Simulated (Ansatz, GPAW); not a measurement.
# A 4-layer slab of W(100): work function by functional and basis, part 2 of 3

How far do functional and basis move the work function of a 4-layer slab of W(100)?

GPAW 26.7.0 and Ansatz 0.2.0; GPAW, PAW setups; slab in vacuum (the session's first sound run).

So far, upper work function (eV): step 2 (relaxing the atoms) 4.10; step 3 (the slab's potential) 4.10.

### Step 4. Self-consistent run: xc = "LDA"

The same geometry under LDA, to see how far the functional moves the levels against the vacuum.

File run.py:

```python
import json
import numpy as np
from ase import Atoms
from gpaw import GPAW, PW

slab = Atoms(
    ['W', 'W', 'W', 'W'],
    positions=[
        [1.58000, 1.58000, 7.00000],
        [0.00000, 0.00000, 8.58000],
        [1.58000, 1.58000, 10.25842],
        [-0.00000, -0.00000, 11.66702]],
    cell=[[3.16, 0.0, 0.0], [0.0, 3.16, 0.0], [0.0, 0.0, 18.74]],
    pbc=[True, True, False])

slab.calc = GPAW(mode=PW(400), xc='LDA', kpts={'size': (10, 10, 1), 'gamma': True},
                 occupations={'name': 'fermi-dirac', 'width': 0.1}, nbands='160%',
                 convergence={'density': 1e-05}, maxiter=200,
                 poissonsolver={'dipolelayer': 'xy'},
                 symmetry={'tolerance': 1e-3}, txt='slab.txt')
result = {}
energy = slab.get_potential_energy()
fermi = slab.calc.get_fermi_level()
v = slab.calc.get_electrostatic_potential().mean((0, 1)) - fermi
n = slab.calc.get_pseudo_density().mean((0, 1))
L = slab.cell[2, 2]
z = np.arange(len(v)) * L / len(v)
low, high = slab.positions[:, 2].min(), slab.positions[:, 2].max()
below, above = np.interp([low - 4.8, high + 4.8], z, v)
slopes = [np.interp(x, z, np.gradient(v, z)) for x in (low - 4.8, high + 4.8)]
eps = np.array([[slab.calc.get_eigenvalues(k, s) for k in range(len(slab.calc.get_ibz_k_points()))]
                for s in range(slab.calc.get_number_of_spins())]) - fermi
top, bottom = eps[eps < 0].max(), eps[eps > 0].min()
dipole = slab.get_dipole_moment()[2]
print(f'energy {energy:.4f} eV, Fermi level {fermi:.4f} eV, dipole {dipole:.5f} e A')
print(f'potential 4.8 A off the faces, from the Fermi level: lower {below:.4f} eV, upper {above:.4f} eV')
print(f'slope of the potential there: lower {slopes[0]:.5f}, upper {slopes[1]:.5f} eV/A')
print(f'nearest levels on the mesh: {top:.4f} and {bottom:.4f} eV')
print('magnetic moment', round(slab.get_magnetic_moment(), 3))
result.update(energy=energy, fermi=fermi, dipole=dipole, below=below, above=above, slopes=slopes, edges=[top, bottom],
              z=z.tolist(), v=v.tolist(), n=n.tolist(), positions=slab.positions.tolist(),
              forces=slab.get_forces(apply_constraint=False).tolist(), moments=slab.get_magnetic_moments().tolist())
json.dump(result, open('result.json', 'w'))
```

Started as:

```bash
$ OMP_NUM_THREADS=1 OPENBLAS_NUM_THREADS=1 python run.py
```

Run time: 83 s. Hardware: 1 thread of Arm Neoverse V1, shared host; peak memory 0.22 GiB.

This step gave:

| Item | Value |
| --- | --- |
| dipole along the normal | 0.004046 e·Å |
| levels nearest the Fermi level on the mesh | -0.03744, 0.009609 eV from the Fermi level |
| upper work function | 4.395 eV |
| lower work function | 4.467 eV |

The electrostatic potential energy of an electron (without an applied field's), less the Fermi level, planar mean oscillates, so the rows of the table below give means over windows of 0.5 Å about each position, cut where the curve ends. Its maxima inside the range that stand out by 2 % of the span (Å: eV): 7.81: -7.96, 9.37: -7.20, 10.93: -11.3. Its minima: 6.98: -19.5, 8.54: -19.9, 10.31: -20.3, 11.66: -19.9.

Electrostatic potential energy of an electron (without an applied field's), less the Fermi level, planar mean against z; means over each step:

```
z (Å)  electrostatic potential energy of an electron (without an applied field's), less the Fermi level, planar mean (eV)
  0.0                                                                                                                4.44
  0.5                                                                                                                4.47
  1.0                                                                                                                4.47
  1.5                                                                                                                4.47
  2.0                                                                                                                4.47
  2.5                                                                                                                4.47
  3.0                                                                                                                4.46
  3.5                                                                                                                4.45
  4.0                                                                                                                4.41
  4.5                                                                                                                4.29
  5.0                                                                                                                3.92
  5.5                                                                                                                2.83
  6.0                                                                                                              -0.447
  6.5                                                                                                               -9.60
  7.0                                                                                                               -18.3
  7.5                                                                                                               -11.6
  8.0                                                                                                               -10.5
  8.5                                                                                                               -18.6
  9.0                                                                                                               -13.1
  9.5                                                                                                               -8.21
 10.0                                                                                                               -16.4
 10.5                                                                                                               -17.4
 11.0                                                                                                               -12.2
 11.5                                                                                                               -18.1
 12.0                                                                                                               -13.7
 12.5                                                                                                               -2.65
 13.0                                                                                                                2.09
 13.5                                                                                                                3.63
 14.0                                                                                                                4.15
 14.5                                                                                                                4.32
 15.0                                                                                                                4.37
 15.5                                                                                                                4.39
 16.0                                                                                                                4.39
 16.5                                                                                                                4.39
 17.0                                                                                                                4.40
 17.5                                                                                                                4.40
 18.0                                                                                                                4.40
 18.5                                                                                                                4.40
```

Pseudo valence density, planar mean against z:

```
z (Å)  pseudo valence density, planar mean (e/Å³)
 0.00                                           0
 0.62                                           0
 1.25                                      2.8e-6
 1.87                                      1.1e-5
 2.50                                      4.9e-5
 3.12                                      2.1e-4
 3.75                                      8.7e-4
 4.37                                     0.00352
 5.21                                      0.0216
 5.83                                      0.0876
 6.45                                       0.480
 7.08                                        1.31
 7.70                                       0.545
 8.33                                        1.08
 8.95                                       0.840
 9.58                                       0.498
10.20                                        1.36
10.83                                       0.701
11.45                                        1.17
12.08                                       0.714
12.70                                       0.125
13.33                                      0.0282
14.16                                     0.00457
14.78                                     0.00114
15.41                                      2.8e-4
16.03                                      6.6e-5
16.66                                      1.6e-5
17.28                                      3.8e-6
17.91                                           0
18.53                                           0
```

Force by atom:

```
atom  x (eV/Å)  y (eV/Å)  z (eV/Å)  size
  W1      0.00      0.00      2.64  2.64
  W2      0.00      0.00     -1.72  1.72
  W3      0.00      0.00      0.15  0.15
  W4      0.00      0.00     -1.06  1.06
```

The upper face's work function is 4.395 eV, against 4.100 eV in the first plane-wave PBE run at this geometry.

### Step 5. OptPBE vdW: xc = "optPBE-vdW"

The same geometry under optPBE-vdW, to see how far the functional moves the levels against the vacuum (the van der Waals functionals take revPBE setups).

run.py, as its differences from that of step 4:

```diff
@@ -15,3 +15,3 @@
 
-slab.calc = GPAW(mode=PW(400), xc='LDA', kpts={'size': (10, 10, 1), 'gamma': True},
+slab.calc = GPAW(mode=PW(400), xc='optPBE-vdW', kpts={'size': (10, 10, 1), 'gamma': True},
                  occupations={'name': 'fermi-dirac', 'width': 0.1}, nbands='160%',
```

The job ended after 94 s (1 thread; peak memory 0.33 GiB).

Numbers from this step:

```yaml
dipole_along_the_normal: 0.003684 e·Å
levels_nearest_the_fermi_level_on_the_mesh: -0.03139, 0.01055 eV from the Fermi level
upper_work_function: 4.320 eV
lower_work_function: 4.386 eV
```

The electrostatic potential energy of an electron (without an applied field's), less the Fermi level, planar mean oscillates, so the rows of the table below give means over windows of 0.5 Å about each position, cut where the curve ends. Its maxima inside the range that stand out by 2 % of the span (Å: eV): 7.81: -8.34, 9.37: -7.60, 10.93: -11.7. Its minima: 6.98: -19.8, 8.54: -20.3, 10.31: -20.6, 11.66: -20.2.

Electrostatic potential energy of an electron (without an applied field's), less the Fermi level, planar mean against z; means over each step:

z (Å), electrostatic potential energy of an electron (without an applied field's), less the Fermi level, planar mean (eV) and a bar from the least value:
```
      0.0        4.4 ##############################
      0.5        4.4 ##############################
      1.0        4.4 ##############################
      1.5        4.4 ##############################
      2.0        4.4 ##############################
      2.5        4.4 ##############################
      3.0        4.4 ##############################
      3.5        4.4 ##############################
      4.0        4.3 ##############################
      4.5        4.2 ##############################
      5.0        3.8 #############################
      5.5        2.6 ############################
      6.0       -0.7 #######################
      6.5       -9.9 ############
      7.0      -18.6 
      7.5      -12.0 #########
      8.0      -10.8 ##########
      8.5      -18.9 
      9.0      -13.5 #######
      9.5       -8.6 #############
     10.0      -16.7 ###
     10.5      -17.8 #
     11.0      -12.6 ########
     11.5      -18.4 #
     12.0      -14.0 ######
     12.5       -2.9 #####################
     13.0        1.9 ###########################
     13.5        3.5 #############################
     14.0        4.0 ##############################
     14.5        4.2 ##############################
     15.0        4.3 ##############################
     15.5        4.3 ##############################
     16.0        4.3 ##############################
     16.5        4.3 ##############################
     17.0        4.3 ##############################
     17.5        4.3 ##############################
     18.0        4.3 ##############################
     18.5        4.3 ##############################
```

The upper face's work function is 4.320 eV, against 4.100 eV in the first plane-wave PBE run at this geometry.

### Step 6. Self-consistent run: xc = "vdW-DF2"

The same geometry under vdW-DF2, to see how far the functional moves the levels against the vacuum (the van der Waals functionals take revPBE setups).

run.py, as its differences from that of step 5:

```diff
@@ -15,3 +15,3 @@
 
-slab.calc = GPAW(mode=PW(400), xc='optPBE-vdW', kpts={'size': (10, 10, 1), 'gamma': True},
+slab.calc = GPAW(mode=PW(400), xc='vdW-DF2', kpts={'size': (10, 10, 1), 'gamma': True},
                  occupations={'name': 'fermi-dirac', 'width': 0.1}, nbands='160%',
```

Wall time 2 min (1 thread); peak memory 0.33 GiB.

This step gave:

* dipole along the normal: 0.003134 e·Å
* levels nearest the Fermi level on the mesh: -0.001889, 0.03240 eV from the Fermi level
* upper work function: 4.487 eV
* lower work function: 4.543 eV

The upper face's work function is 4.487 eV, against 4.100 eV in the first plane-wave PBE run at this geometry.

### Step 7. Real-space grid: mode = "fd"

A real-space grid is a second complete basis, so it checks the plane-wave result.

run.py, as its differences from that of step 6:

```diff
@@ -3,3 +3,3 @@
 from ase import Atoms
-from gpaw import GPAW, PW
+from gpaw import GPAW
 
@@ -15,3 +15,3 @@
 
-slab.calc = GPAW(mode=PW(400), xc='vdW-DF2', kpts={'size': (10, 10, 1), 'gamma': True},
+slab.calc = GPAW(mode='fd', h=0.18, xc='PBE', kpts={'size': (10, 10, 1), 'gamma': True},
                  occupations={'name': 'fermi-dirac', 'width': 0.1}, nbands='160%',
```

Run time: 5.7 min. Hardware: 1 thread; peak memory 0.77 GiB.

This step gave:

| Property | Result |
| --- | --- |
| dipole along the normal | 0.004532 e·Å |
| levels nearest the Fermi level on the mesh | -0.03762, 0.01256 eV from the Fermi level |
| upper work function | 4.099 eV |
| lower work function | 4.181 eV |

Table of electrostatic potential energy of an electron (without an applied field's), less the Fermi level, planar mean by z:

```
z (Å)  electrostatic potential energy of an electron (without an applied field's), less the Fermi level, planar mean (eV)
  0.0                                                                                                                4.14
  0.5                                                                                                                4.18
  1.0                                                                                                                4.18
  1.5                                                                                                                4.18
  2.0                                                                                                                4.18
  2.5                                                                                                                4.18
  3.0                                                                                                                4.18
  3.5                                                                                                                4.16
  4.0                                                                                                                4.12
  4.5                                                                                                                4.01
  5.0                                                                                                                3.66
  5.5                                                                                                                2.62
  6.0                                                                                                              -0.514
  6.5                                                                                                               -9.69
  7.0                                                                                                               -19.8
  7.5                                                                                                               -11.5
  8.0                                                                                                               -10.1
  8.5                                                                                                               -19.9
  9.0                                                                                                               -13.3
  9.5                                                                                                               -7.79
 10.0                                                                                                               -17.2
 10.5                                                                                                               -18.2
 11.0                                                                                                               -11.7
 11.5                                                                                                               -19.2
 12.0                                                                                                               -14.3
 12.5                                                                                                               -2.58
 13.0                                                                                                                1.91
 13.5                                                                                                                3.37
 14.0                                                                                                                3.86
 14.5                                                                                                                4.02
 15.0                                                                                                                4.07
 15.5                                                                                                                4.09
 16.0                                                                                                                4.10
 16.5                                                                                                                4.10
 17.0                                                                                                                4.10
 17.5                                                                                                                4.10
 18.0                                                                                                                4.10
 18.5                                                                                                                4.10
```

The upper face's work function is 4.099 eV, against 4.100 eV in the first plane-wave PBE run at this geometry.

(Part 2 of 3 ends here.)

[Logs are printed without paths, hosts, clocks, repeated set-up lines and the standing remarks that a program may print on its own settings, such as how far it seeks lower states.]

[Hosts, paths, dates, database ids (printed as entryN), source tags and the programs' standing remarks are cut or masked in the printed files.]
